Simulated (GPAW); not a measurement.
# Screening of a field by S/Ti(0001), part 2 of 2

How does S/Ti(0001) screen a perpendicular field?

GPAW 26.7.0; GPAW, PAW setups; slab in vacuum, relaxation (the session's first sound run).

So far. Step 8 (Field on): The dipole is now -0.00869 e Å, against -0.059 in the run without a field.

## 9. Field on

Input file run.py:

```python
import json
import numpy as np
from ase import Atoms
from gpaw import GPAW, PW
from gpaw.external import ConstantElectricField

slab = Atoms(
    ['Ti', 'Ti', 'Ti', 'Ti', 'S'],
    positions=[
        [2.95000, 1.70318, 9.00000],
        [0.00000, 0.00000, 11.34230],
        [2.95000, 1.70318, 13.69564],
        [0.00000, -0.00000, 16.06217],
        [2.95000, 1.70318, 17.68544]],
    cell=[[2.95, 0.0, 0.0], [1.475, 2.55477, 0.0], [0.0, 0.0, 27.22723]],
    pbc=[True, True, False])

slab.calc = GPAW(mode=PW(400), xc='PBE', kpts={'size': (12, 12, 1), 'gamma': True},
                 occupations={'name': 'fermi-dirac', 'width': 0.1}, nbands='160%',
                 convergence={'density': 1e-05}, maxiter=200,
                 poissonsolver={'dipolelayer': 'xy'},
                 external=ConstantElectricField(0.2, [0, 0, 1]),
                 symmetry={'tolerance': 1e-3}, txt='slab.txt')
result = {}
energy = slab.get_potential_energy()
fermi = slab.calc.get_fermi_level()
v = slab.calc.get_electrostatic_potential().mean((0, 1)) - fermi
n = slab.calc.get_pseudo_density().mean((0, 1))
L = slab.cell[2, 2]
z = np.arange(len(v)) * L / len(v)
low, high = slab.positions[:, 2].min(), slab.positions[:, 2].max()
below, above = np.interp([low - 6.8, high + 6.8], z, v)
slopes = [np.interp(x, z, np.gradient(v, z)) for x in (low - 6.8, high + 6.8)]
eps = np.array([[slab.calc.get_eigenvalues(k, s) for k in range(len(slab.calc.get_ibz_k_points()))]
                for s in range(slab.calc.get_number_of_spins())]) - fermi
top, bottom = eps[eps < 0].max(), eps[eps > 0].min()
dipole = slab.get_dipole_moment()[2]
print(f'energy {energy:.4f} eV, Fermi level {fermi:.4f} eV, dipole {dipole:.5f} e A')
print(f'potential 6.8 A off the faces, from the Fermi level: lower {below:.4f} eV, upper {above:.4f} eV')
print(f'slope of the potential there: lower {slopes[0]:.5f}, upper {slopes[1]:.5f} eV/A')
print(f'nearest levels on the mesh: {top:.4f} and {bottom:.4f} eV')
print('magnetic moment', round(slab.get_magnetic_moment(), 3))
result.update(energy=energy, fermi=fermi, dipole=dipole, below=below, above=above, slopes=slopes, edges=[top, bottom],
              z=z.tolist(), v=v.tolist(), n=n.tolist(), positions=slab.positions.tolist(),
              forces=slab.get_forces(apply_constraint=False).tolist(), moments=slab.get_magnetic_moments().tolist())
json.dump(result, open('result.json', 'w'))
```

The run is started by

```bash
$ OMP_NUM_THREADS=1 OPENBLAS_NUM_THREADS=1 python run.py
```

Log:

```text
energy -30.5636 eV, Fermi level 0.3541 eV, dipole 0.04186 e A
potential 6.8 A off the faces, from the Fermi level: lower 5.8257 eV, upper 4.8206 eV
slope of the potential there: lower -0.00008, upper -0.00001 eV/A
nearest levels on the mesh: -0.0055 and 0.0263 eV
magnetic moment 0.0
```

It took 8.8 min on 1 thread of Arm Neoverse V1, shared host; peak memory 0.48 GiB.

The electrostatic potential energy of an electron (without an applied field's), less the Fermi level, planar mean oscillates, so the rows of the table below give means over windows of 2.38 Å about each position, cut where the curve ends. Its maxima inside the range that stand out by 2 % of the span (Å: eV): 10.2: 0.520, 12.5: -0.130, 14.9: -0.334, 17.0: -5.32. Its minima: 9.0: -18.7, 11.3: -19.0, 13.7: -19.3, 16.1: -20.0, 17.7: -22.6.

The electrostatic potential energy of an electron (without an applied field's), less the Fermi level, planar mean by z; means over each step:

```csv
z (Å),"electrostatic potential energy of an electron (without an applied field's), less the Fermi level, planar mean (eV)"
1.19,5.79
3.57,5.82
5.95,5.63
8.33,-5.72
10.71,-7.65
13.09,-8.12
15.47,-8.53
17.85,-7.79
20.23,4.72
22.61,4.82
24.99,4.82
```

The dipole is now 0.0419 e Å, against -0.059 in the run without a field.

## 10. In a field

Changes to run.py since step 9:

```diff
@@ -21,3 +21,3 @@
                  poissonsolver={'dipolelayer': 'xy'},
-                 external=ConstantElectricField(0.2, [0, 0, 1]),
+                 external=ConstantElectricField(0.3, [0, 0, 1]),
                  symmetry={'tolerance': 1e-3}, txt='slab.txt')
```

Log:

```text
energy -30.5704 eV, Fermi level 0.3019 eV, dipole 0.09255 e A
potential 6.8 A off the faces, from the Fermi level: lower 6.5277 eV, upper 4.3057 eV
slope of the potential there: lower -0.00011, upper -0.00001 eV/A
nearest levels on the mesh: -0.0050 and 0.0266 eV
magnetic moment 0.0
```

Wall time 10 min (1 thread); peak memory 0.47 GiB.

The electrostatic potential energy of an electron (without an applied field's), less the Fermi level, planar mean oscillates, so the rows of the table below give means over windows of 1 Å about each position, cut where the curve ends. Its maxima inside the range that stand out by 2 % of the span (Å: eV): 0.6: 6.53, 10.2: 0.866, 12.5: -0.0228, 14.9: -0.465, 17.0: -5.66. Its minima: 9.0: -18.2, 11.3: -18.8, 13.7: -19.3, 16.1: -20.2, 17.7: -23.0.

The electrostatic potential energy of an electron (without an applied field's), less the Fermi level, planar mean by z; means over each step:

z (Å), electrostatic potential energy of an electron (without an applied field's), less the Fermi level, planar mean (eV) and a bar from the least value:
```
        0        6.1 #############################
        1        6.5 ##############################
        2        6.5 ##############################
        3        6.5 ##############################
        4        6.5 ##############################
        5        6.5 ##############################
        6        6.4 ##############################
        7        5.6 #############################
        8        0.1 #####################
        9      -14.1 ##
       10       -1.2 ####################
       11      -11.5 ######
       12       -6.4 #############
       13       -5.9 #############
       14      -12.9 ####
       15       -2.3 ##################
       16      -15.8 
       17       -9.4 #########
       18      -12.9 ####
       19        3.0 #########################
       20        4.3 ###########################
       21        4.3 ###########################
       22        4.3 ###########################
       23        4.3 ###########################
       24        4.3 ###########################
       25        4.3 ###########################
       26        4.3 ###########################
       27        4.5 ###########################
```

The dipole is now 0.0925 e Å, against -0.059 in the run without a field.

## 11. The series

The members are put on one axis.

This step: induced dipole against applied field (GPAW 26.7.0).

Dipole along the normal against field:

```csv
field (V/Å),dipole along the normal (e·Å)
-0.200,-0.160
-0.100,-0.109
-0.050,-0.0843
0.000,-0.0591
0.050,-0.0339
0.100,-0.00869
0.200,0.0419
0.300,0.0925
```

## 12. A changed run

One more run, with changed settings.

This step: GPAW, PAW setups; slab in vacuum (GPAW 26.7.0).

Changes to run.py since step 10:

```diff
@@ -4,3 +4,2 @@
 from gpaw import GPAW, PW
-from gpaw.external import ConstantElectricField
 
@@ -19,5 +18,4 @@
                  occupations={'name': 'fermi-dirac', 'width': 0.1}, nbands='160%',
-                 convergence={'density': 1e-05}, maxiter=200,
+                 convergence={'density': 1e-05}, maxiter=3,
                  poissonsolver={'dipolelayer': 'xy'},
-                 external=ConstantElectricField(0.3, [0, 0, 1]),
                  symmetry={'tolerance': 1e-3}, txt='slab.txt')
```

Log:

```text
gpaw.KohnShamConvergenceError
```

Run time: 19 s. Hardware: 1 thread; peak memory 0.23 GiB.

No converged result was reached; the numbers in the log don't describe the system.

The fault put into the input: too few SCF iterations (maxiter = 3).

## 13. What came out

```
work function, upper and lower face            : 5.853 and 4.434 eV
dipole along the normal                        : -0.0591 e Å
induced dipole per field                       : 0.505 e Å per V/Å
out-of-plane polarisability per area, α/(ε0 A) : 12.1 Å
```

The field induces 0.505 e Å per V/Å, a polarisable thickness α/(ε0 A) of 12.1 Å beside 8.69 Å between the outermost nuclei. A perfect conductor would give the distance between its two image planes; a dielectric of thickness t gives t(1 - 1/ε). The two faces differ by 1.4 eV, the step that the slab's dipole makes (e p/(ε0 A) gives 1.4 eV), so the dipole layer is needed. The induced dipole is linear in the field over this range. The cell of 7.54 Å² holds one S, started on one chosen site; other sites and coverages weren't tried. The runs had no spin polarisation, so a magnetic state, which thin layers of d-metal atoms can have, wasn't tested. The in-plane lattice was kept as typed, which isn't the functional's own and leaves some strain; spin-orbit coupling and temperature are left out.

[Logs are printed without paths, hosts, clocks, repeated set-up lines and the standing remarks that a program may print on its own settings, such as how far it seeks lower states.]

[Hosts, paths, dates, database ids (printed as entryN), source tags and the programs' standing remarks are cut or masked in the printed files.]
